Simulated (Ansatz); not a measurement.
## SnO2 (Cassiterite): band gap by G0W0 on HSE06

How far does one-shot GW move the HSE06 gap of SnO2 (Cassiterite)?

Calculated with Ansatz 0.2.0; HSE06, then G0W0 on it, plane waves, PAW.

**Experimental background.**

- Gap 3.6 eV: experimental gap quoted from earlier work; bulk crystal (quoted in “Study on the Photocatalytic Properties of Flower-Shaped SnO2”, 2022, pmc:9565917).

## Step 1: The structure

It takes space group P4_2/mnm (No. 136, tetragonal). Conventional cell: a = 4.738 Å, b = 4.738 Å, c = 3.187 Å, α = 90.00°, β = 90.00°, γ = 90.00°. Nearest to Sn lie 6 O at 2.05 to 2.06 Å. O has 3 Sn at 2.05 to 2.06 Å nearest. Farther neighbours and most contacts between anions are not listed.

The cell and positions come from the Crystallography Open Database and are kept as given unless a step says otherwise. The default PAW set here is soft_2. Its files were made with PBE.

## Step 2: HSE06 levels on the mesh and at listed points

HSE06 mixes in a quarter of exact exchange at short range.

This step: DFT, HSE06, plane waves, PAW.

input.yaml reads:

```yaml
crystal:
  lattice:
    - [4.738, 0.0, 0.0]
    - [0.0, 4.738, 0.0]
    - [0.0, 0.0, 3.1865]
  atoms:
    - { symbol: Sn, position: [0.0, 0.0, 0.0] }
    - { symbol: Sn, position: [0.5, 0.5, 0.5] }
    - { symbol: O, position: [0.3071, 0.3071, 0.0] }
    - { symbol: O, position: [0.1929, 0.8071, 0.5] }
    - { symbol: O, position: [0.6929, 0.6929, 0.0] }
    - { symbol: O, position: [0.8071, 0.1929, 0.5] }
kpoints:
  mp_grid: { grid: [4, 4, 4] }
  band_path:
    path:
      - [0.0, 0.0, 0.0]
      - [0.0, 0.5, 0.0]
      - [0.5, 0.5, 0.0]
      - [0.0, 0.0, 0.5]
      - [0.0, 0.5, 0.5]
      - [0.5, 0.5, 0.5]
    npoints: 1
hamiltonian:
  xc: hse06
scf:
  occupations: { method: fixed }
  n_extra_bands: 6
output:
  eigenvalues: true
```

The run is started by

```sh
$ ansatz run input.yaml --threads 3 --pin off --max-ram 64512MiB --backend cuda --events-out ev --progress --plain --runs-dir out --devices 1 --max-vram 24GiB  # rebuilt from the run's record
```

Numbers of over 12 decimals in the logs are rounded to 6 here.

The log of the run:

```text
scf.n_extra_bands = 6 over 26 filled bands (N_el = 52.0): the run solves 32 bands
GPUs: using 1 of 1 available (devices: 1).
Engine: ansatz 0.2.0, x86_64-unknown-linux-gnu
Pseudopotentials: kind: paw
Pseudopotential: Sn, paw, valence charge 14, recommended cutoff 420 eV (normal), Sn.paw.azcp
Pseudopotential: O, paw, valence charge 6, recommended cutoff 420 eV (normal), O.paw.azcp
Functional definition: HSE06
  parameter a = 0.25
  parameter omega = 0.11/bohr
  exchange = pbe_x - a*pbe_x_sr(omega) + a*exact_x_sr(omega)
  correlation = pbe_c
davidson cushion auto → on  (no smearing: the cushion is to keep the highest requested band from converging to the state above it; pin scf.eigensolver.cushion to override)
device memory: the entry about to start is reckoned to put 0.8 GiB on a device that reports 72.1 GiB free (of which the cap on the GPU budget leaves the run 24.0 GiB)
GPU FFT provider: cuFFT
GPU libraries: cuBLAS 13.8.2, cuFFT 12.4.0, cuSOLVER 12.3.4
Crystal: 6 atoms, lattice volume = 71.533 Å³
Basis set: ecut = 420 eV, 1411 PW (Γ)
Bands: 32, of which v1, the nominal top of the filled ones, is band 26 counted from 1 (25 counted from 0)
Symmetry: 16 space group operations
Space group: P42/mnm (ITA 136), of the structure as read, at distance tolerance 4.2e-5 Å
k-points: 18 of 64
Non-local potential: Sn, projectors of the file, l = 0: 2, l = 1: 2, l = 2: 2, l = 3: 2
Non-local potential: O, projectors of the file, l = 0: 2, l = 1: 2, l = 2: 1
PAW form: soft (Blöchl's): semilocal exchange-correlation on the pseudo side does not see the compensation charge
PAW frozen core: Sn, regenerated for the run's functional, and the local potential with it (the file was generated under x = pbe(κ = 0.804, μ = 0.219515), c = pbe(β = 0.066725))
PAW frozen core: O, regenerated for the run's functional, and the local potential with it (the file was generated under x = pbe(κ = 0.804, μ = 0.219515), c = pbe(β = 0.066725))
PAW one-centre angular grid: Sn, 590 points (default); XC on 64 Gauss nodes
PAW one-centre angular grid: O, 110 points (default); XC on 96 Gauss nodes
Initial density: superposition of atomic densities (neutral atoms: chi_scale 0, normalization atom), corrected by the library's trained network
Initial wavefunctions: pseudopotential atomic-orbital guess
GPU buffer pool allocated for 24576 grid points (all kernels)
GPU transforms: local potential and band sums: pruned to the plane-wave sphere, on 32×32×24
Functional: x = pbe(κ = 0.804, μ = 0.219515), c = pbe(β = 0.066725), warm-up for x = pbe(κ = 0.804, μ = 0.219515) + 0.25 (exact − pbe) at short range (hse, ω = 0.207870 Å⁻¹), c = pbe(β = 0.066725); HSE06 as pw.x's `hse` composes it (authors' and Libxc's form: `xc: wpbeh`)
SCF iter   1: F=—  HF=-14317.835957 eV  |F-HF|=—  |Δ(HF+E_count)|=         —  Δρ=1.19e-3  dr2=3.19e-4  ethr=1.77e-3  ⟨swp⟩=7.6  Hψ=2724  notcnv=0
preconditioner: auto → none  [insulator: Δε(μ)=1.279 eV  Ē_g=19.772 eV  n_scr=18 (ndim 8)  ℏωp=31.7 eV  f_vac=0.027]
SCF iter   2: F=-14317.840379 eV  HF=-14317.840118 eV  |F-HF|=2.61e-4  |Δ(HF+E_count)|=   4.16e-3  Δρ=5.36e-4  dr2=6.68e-5  ethr=6.13e-7  ⟨swp⟩=7.7  Hψ=2992  notcnv=0  defer=2
SCF 1 stopped early in 2 iterations: F = -14317.840379 eV  dr2 = 6.68e-5
  greatest PAW one-centre occupation: 0.996 electrons in one spin orbital (limit 2), on the Sn atom at site 0 (counted from 0), in its partial waves of l = 2
device memory: the entry about to start is reckoned to put 1.3 GiB (of the 1.4 GiB reckoned in all, the device holds 0.1 GiB already) on a device that reports 72.0 GiB free (of which the cap on the GPU budget leaves the run 23.9 GiB)
GPU FFT provider: cuFFT
GPU libraries: cuBLAS 13.8.2, cuFFT 12.4.0, cuSOLVER 12.3.4
Initial density: handed on by an earlier stage of this run
Initial wavefunctions: those handed on with the density
GPU buffer pool allocated for 24576 grid points (all kernels)
GPU transforms: local potential and band sums: pruned to the plane-wave sphere, on 32×32×24
Functional: x = pbe(κ = 0.804, μ = 0.219515) + 0.25 (exact − pbe) at short range (hse, ω = 0.207870 Å⁻¹), c = pbe(β = 0.066725); HSE06 as pw.x's `hse` composes it (authors' and Libxc's form: `xc: wpbeh`)
Exchange kernel: α = 0.2500, screened, ω = 0.2079 Å⁻¹, Wigner–Seitz truncation, v(0) = 1027.7282 eV·Å³, q-mesh 4×4×4, nearest image of the exchange supercell L = 12.75 Å, pair-density grid 30×30×20, without the augmentation charges, whose exchange is taken in its separable form by FFT convolution over the k-point mesh (sized by the pseudopotential files, 32×32×24 at the most), smooth part of the exact exchange by density-matrix convolution in up to 2.12 GiB of GPU memory as planned if the GPU has room (build and FFT work areas not counted)
Frozen-core exchange: fock
SCF iter   1: F=—  HF=-14325.521663 eV  |F-HF|=—  |Δ(HF+E_count)|=         —  Δρ=1.03e-2  dr2=4.76e-2  ethr=1.28e-6  ⟨swp⟩=8.4  Hψ=3233  notcnv=0
preconditioner: auto → none  [insulator: Δε(μ)=3.033 eV  Ē_g=22.473 eV  n_scr=18 (ndim 8)  ℏωp=31.7 eV  f_vac=0.027]
SCF iter   2: F=—  HF=-14325.509233 eV  |F-HF|=—  |Δ(HF+E_count)|=   1.24e-2  Δρ=5.51e-3  dr2=9.85e-3  ethr=1.28e-6  ⟨swp⟩=4.4  Hψ=2207  notcnv=0
SCF iter   3: F=—  HF=-14325.530765 eV  |F-HF|=—  |Δ(HF+E_count)|=   2.15e-2  Δρ=2.76e-3  dr2=5.23e-3  ethr=1.28e-6  ⟨swp⟩=4.4  Hψ=2128  notcnv=0
iter 4 solved again at ethr=3.68e-8 eV; its pass at ethr=1.28e-6 eV (dr2=1.91e-5 eV) is discarded
SCF iter   4: F=—  HF=-14325.529195 eV  |F-HF|=—  |Δ(HF+E_count)|=   1.57e-3  Δρ=1.88e-4  dr2=6.81e-5  ethr=3.68e-8  ⟨swp⟩=3.2  Hψ=3260  notcnv=0
SCF iter   5: F=—  HF=-14325.529522 eV  |F-HF|=—  |Δ(HF+E_count)|=   3.27e-4  Δρ=3.02e-4  dr2=5.93e-5  ethr=3.68e-8  ⟨swp⟩=4.7  Hψ=2054  notcnv=0
SCF iter   6: F=-14325.529504 eV  HF=-14325.529504 eV  |F-HF|=1.82e-8  |Δ(HF+E_count)|=   1.75e-5  Δρ=1.12e-5  dr2=2.38e-6  ethr=3.68e-8  ⟨swp⟩=3.7  Hψ=1684  notcnv=0
SCF 2 stopped early in 6 iterations: F = -14325.529504 eV  dr2 = 2.38e-6
hybrid outer 1: dexx = +2.496e-2 eV, tail = 1.24e-4 eV
GPU FFT provider: cuFFT
GPU libraries: cuBLAS 13.8.2, cuFFT 12.4.0, cuSOLVER 12.3.4
GPU buffer pool allocated for 24576 grid points (all kernels)
GPU transforms: local potential and band sums: pruned to the plane-wave sphere, on 32×32×24
Exchange kernel: α = 0.2500, screened, ω = 0.2079 Å⁻¹, Wigner–Seitz truncation, v(0) = 1027.7282 eV·Å³, q-mesh 4×4×4, nearest image of the exchange supercell L = 12.75 Å, pair-density grid 30×30×20, without the augmentation charges, whose exchange is taken in its separable form by FFT convolution over the k-point mesh (sized by the pseudopotential files, 32×32×24 at the most), smooth part of the exact exchange by density-matrix convolution in up to 2.12 GiB of GPU memory as planned if the GPU has room (build and FFT work areas not counted)
Frozen-core exchange: fock
SCF iter   1: F=—  HF=-14325.528812 eV  |F-HF|=—  |Δ(HF+E_count)|=         —  Δρ=4.05e-5  dr2=9.64e-7  ethr=1.19e-6  ⟨swp⟩=3.9  Hψ=1399  notcnv=0
preconditioner: auto → none  [insulator: Δε(μ)=3.042 eV  Ē_g=22.507 eV  n_scr=18 (ndim 8)  ℏωp=31.7 eV  f_vac=0.035]
SCF iter   2: F=—  HF=-14325.528815 eV  |F-HF|=—  |Δ(HF+E_count)|=   3.19e-6  Δρ=3.25e-5  dr2=3.26e-7  ethr=1.44e-9  ⟨swp⟩=5.9  Hψ=2513  notcnv=0  defer=8
SCF iter   3: F=-14325.528815 eV  HF=-14325.528815 eV  |F-HF|=9.79e-9  |Δ(HF+E_count)|=   7.87e-9  Δρ=1.19e-5  dr2=4.70e-8  ethr=5.53e-10  ⟨swp⟩=2.7  Hψ=1305  notcnv=0
SCF 3 converged in 3 iterations: F = -14325.528815 eV  dr2 = 4.70e-8
  greatest PAW one-centre occupation: 0.996 electrons in one spin orbital (limit 2), on the Sn atom at site 1 (counted from 0), in its partial waves of l = 2
hybrid outer 2: dexx = +1.196e-6 eV, tail = 1.72e-7 eV, Δε = 5.36e-3 eV (about 3.19e-4 eV left of the loop's levels)
device memory: the entry about to start is reckoned to put 0.4 GiB on a device that reports 66.8 GiB free (of which the cap on the GPU budget leaves the run 24.0 GiB)
NSCF: frozen V_eff on 6 k-points
hybrid SCF converged: 2 outer / 9 inner (+2 warm-up), last move |dexx| = 1.20e-6 eV, tail = 1.72e-7 eV
Stability not checked: this state was not tested for a lower state beside it, because the functional holds exact exchange (a hybrid, or Hartree-Fock), whose exchange loop this test does not read (fock_operator; see scf.lower_state_search)
Free energy (F): -14325.528815 eV
Frozen-core exchange: fock
Harris-Foulkes:  -14325.528815 eV  (|F-HF|=9.79e-9)
Internal energy: -14325.528815 eV  (E = F + TS)
E sigma→0 (E₀):  -14325.528815 eV
Fermi energy:    8.185129 eV
--- Per-component energies (eV) ---
  E_band       = -219.637199
  E_kinetic    = 1087.396594
  E_local      = -2857.995986  (includes V_loc(G=0)·N_el)
  E_nonlocal   = 128.880437
  E_hartree    = 1494.727196
  E_xc         = -832.505449
  E_vxc        = -448.347339  (∫ρ·V_xc dr)
  E_exx        = -152.403293  (= α·E_x^exact, valence–valence)
  E_paw        = -9011.197575  (= ΣΔE_a)
  E_vpaw       = -814.232547  (= ΣTr[D̂ρ^β])
  E_aug_tail   = 0.009935  (compensation charges beyond the density's cutoff)
  E_ewald      = -4182.851779
  E_core_change = 0.411106  (= ΣΔE_core)
  E_smearing   = -0.000000  (= −TS)
  E_closure    = -0.000000  (closes the sum)
  Σ components = -14325.528815   (vs F -14325.528815, Δ=0.00e0)
--- Band table (eV; the first three rows and the last of 18) ---
[... rows of the band table ...]
```

Elapsed: 20 s, on 1 × NVIDIA H100 80GB HBM3 (shared by 3 runs) with 3 threads of AMD EPYC 7R13 (Zen 3), shared host; peak memory 1.3 GiB.

Numbers from this step:

| Property | Result |
| --- | --- |
| gap | 3.041 eV |
| valence top at | Γ |
| conduction bottom at | Γ |
| least direct gap | 3.041 eV |
| exact-exchange fraction | 0.25 |

Over mesh and listed points the gap is 3.041 eV, direct, at k = Γ.

(Continued in part 2 of 2.)

[Paths, hosts, dates, memory and timing lines, banners, echoed tables and standing remarks are left out of the program output.]

[Logs are printed without paths, hosts, clocks, repeated set-up lines and the standing remarks that a program may print on its own settings, such as how far it seeks lower states.]

[Runs of the session that timed out or met a known fault of the program may be left out.]

[Cells called generated may have been cut or substituted from an entry of the Crystallography Open Database or the Materials Project.]

[Hosts, paths, dates, database ids (printed as entryN), source tags and the programs' standing remarks are cut or masked in the printed files.]

[Where an RPA ε∞ is given, it is that of the G0W0 mesh and is not shown converged in it. Names of k-points follow the symmetry that the program found, which can be lower than the space group named. Band edges on a path are those of the sampled points; other points can move an edge, and change direct to indirect where valleys lie close.]

[Hybrid gaps are those of their k-mesh and are not shown converged in it.]
